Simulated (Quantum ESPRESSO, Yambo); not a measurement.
Planning a run of Yambo 5.3.0 on Si3N4 (Fd-3m). The input:

```
HF_and_locXC
gw0
dyson
ppa
em1d
rim_cut
RandQpts= 1000000
RandGvec= 1 RL
EXXRLvcs= 72 Ry
VXCRLvcs= 288 Ry
Chimod= "HARTREE"
% BndsRnXp
 1 | 133 |
%
NGsBlkXp= 7.5 Ry
% LongDrXp
 1 | 1 | 1 |
%
% GbndRnge
 1 | 133 |
%
DysSolver= "n"
ExtendOut
PPAPntXp= 27.21138 eV
% QPkrange
 6 | 6 | 31 | 34 |
 1 | 1 | 31 | 34 |
%
```

```sh
OMP_NUM_THREADS=2 mpirun -n 2 yambo -F gw1.in -J gw1 -C gw1 > gw1.log
```

The stored states that it reads are on a 4×4×4 mesh. Symmetry: Fd-3m, No. 227, cubic system. The conventional cell has a = 7.787 Å, b = 7.787 Å, c = 7.787 Å, α = 90.00°, β = 90.00°, γ = 90.00°. Nearest to Si lie 6 N at 1.89 Å. Si has 4 N at 1.79 Å nearest. Nearest to N lie 4 Si at 1.79 to 1.89 Å. Farther neighbours and most contacts between anions are not listed.

Estimate wall time and host memory on 2 MPI ranks of Intel Xeon Platinum 8559C (Emerald Rapids), shared host.

It took 5 min; on shared hardware allow 2.5 min to 10 min. Peak host memory was 1.7 GiB.

The screening grows as filled bands × empty bands × pairs of k points, times the square of the screening basis for the matrix.

[Paths, hosts, dates, memory and timing lines, banners, echoed tables and standing remarks are left out of the program output.]

[Logs are printed without paths, hosts, clocks, repeated set-up lines and the standing remarks that a program may print on its own settings, such as how far it seeks lower states.]

[Runs of the session that timed out or met a known fault of the program may be left out.]

[Hosts, paths, dates, database ids (printed as entryN), source tags and the programs' standing remarks are cut or masked in the printed files.]
